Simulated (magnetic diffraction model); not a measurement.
**Magnetic neutron pattern of Na₃Ho₂Cl₉**

Space group P-3m1 (no. 164), a = 7.0680 Å, c = 8.8420 Å.

```csv
site,atom,x,y,z
2d,Ho,1/3,2/3,0.8121
6i,Cl,0.6726,0.8363,0.6639
3e,Cl,0,1/2,0
1a,Na,0,0,0
2d,Na,1/3,2/3,0.3393
```

The compound is invented for this exercise: a known structure type with other elements, its cell scaled to their sizes and not relaxed.

Only Ho is taken to order (form factors of Ho3+); orders and moment sizes are assumed, and not adapted to the symmetry. Radiation: neutrons of λ = 2.41 Å, 2° to 60°; isotropic B of 0.38 Å² (Ho), 0.59 Å² (Cl) and 0.56 Å² (Na). Simulated constant-wavelength pattern: nuclear and magnetic terms add, the magnetic one as |2.695 fm × Σ f S⊥ exp(2πi Q·r) exp(−B s²)|², summed over all Q at one angle with the factor 1/(sin²θ cos θ). For a modulated order the moment at position r is S exp(−2πi k·r) + c.c., with S = m/2 for a sine wave of amplitude m and S = m(u + iv)/2 for moments turning in a plane, u and v being orthogonal unit vectors in it; the phase factor of the sum at Q = H + k is then exp(2πi H·r). Free-ion form factors, Sears's scattering lengths of 1992, no absorption; a label names one of the reflections at its angle. The strongest nuclear line in the range is 100, and lines under 0.2 are left out.

Assume the order k = (1/3 1/3 1/2), moments turning in the plane of [100] and [001], 4.76 μB on Ho; signs + at (1/3, 2/3, 0.8121), − at (2/3, 1/3, 0.1879).

Predict the pattern, nuclear and magnetic parts apart.

```tsv
2θ (°)	index	nuclear	magnetic
15.23	(2/3 -1/3 1/2)	0.0	19.8
15.66	(0 0 1)	0.8	0.0
22.71	(1 0 0)	2.0	0.0
27.05	(1/3 1/3 3/2)	0.0	5.5
27.46	(2/3 2/3 1/2)	0.0	6.3
27.71	(1 0 1)	35.8	0.0
31.63	(0 0 2)	0.6	0.0
35.60	(2/3 2/3 3/2)	0.0	3.7
35.92	(4/3 1/3 1/2)	0.0	8.1
39.29	(1 0 2)	0.5	0.0
42.10	(1/3 1/3 5/2)	0.0	1.9
42.65	(4/3 1/3 3/2)	0.0	4.3
43.09	(1 1 1)	1.0	0.0
46.37	(2 0 0)	0.7	0.0
48.26	(0 0 3)	23.6	0.0
48.36	(2/3 2/3 5/2)	0.0	1.5
49.09	(5/3 2/3 1/2)	0.0	4.0
49.24	(2 0 1)	67.9	0.0
51.77	(1 1 2)	2.5	0.0
53.97	(1 0 3)	1.8	0.0
54.06	(4/3 1/3 5/2)	0.0	2.9
54.51	(5/3 2/3 3/2)	0.0	3.0
54.74	(8/3 -4/3 1/2)	0.0	1.5
57.22	(0 2 2)	100.0	0.0
58.73	(1/3 1/3 7/2)	0.0	0.9
59.80	(4/3 4/3 3/2)	0.0	1.4
```

The strongest magnetic line in the range is (2/3 -1/3 1/2) at 15.23° (19.8). On top of the Lorentz factor, which all lines share, magnetic lines fade with angle because f falls: for Ho3+ it is 0.96, 0.85, 0.71 and 0.44 at sin θ/λ = 0.1, 0.2, 0.3 and 0.5 Å⁻¹, while nuclear lengths stay constant. The order has no net moment.

[Logs are printed without paths, hosts, clocks, repeated set-up lines and the standing remarks that a program may print on its own settings, such as how far it seeks lower states.]
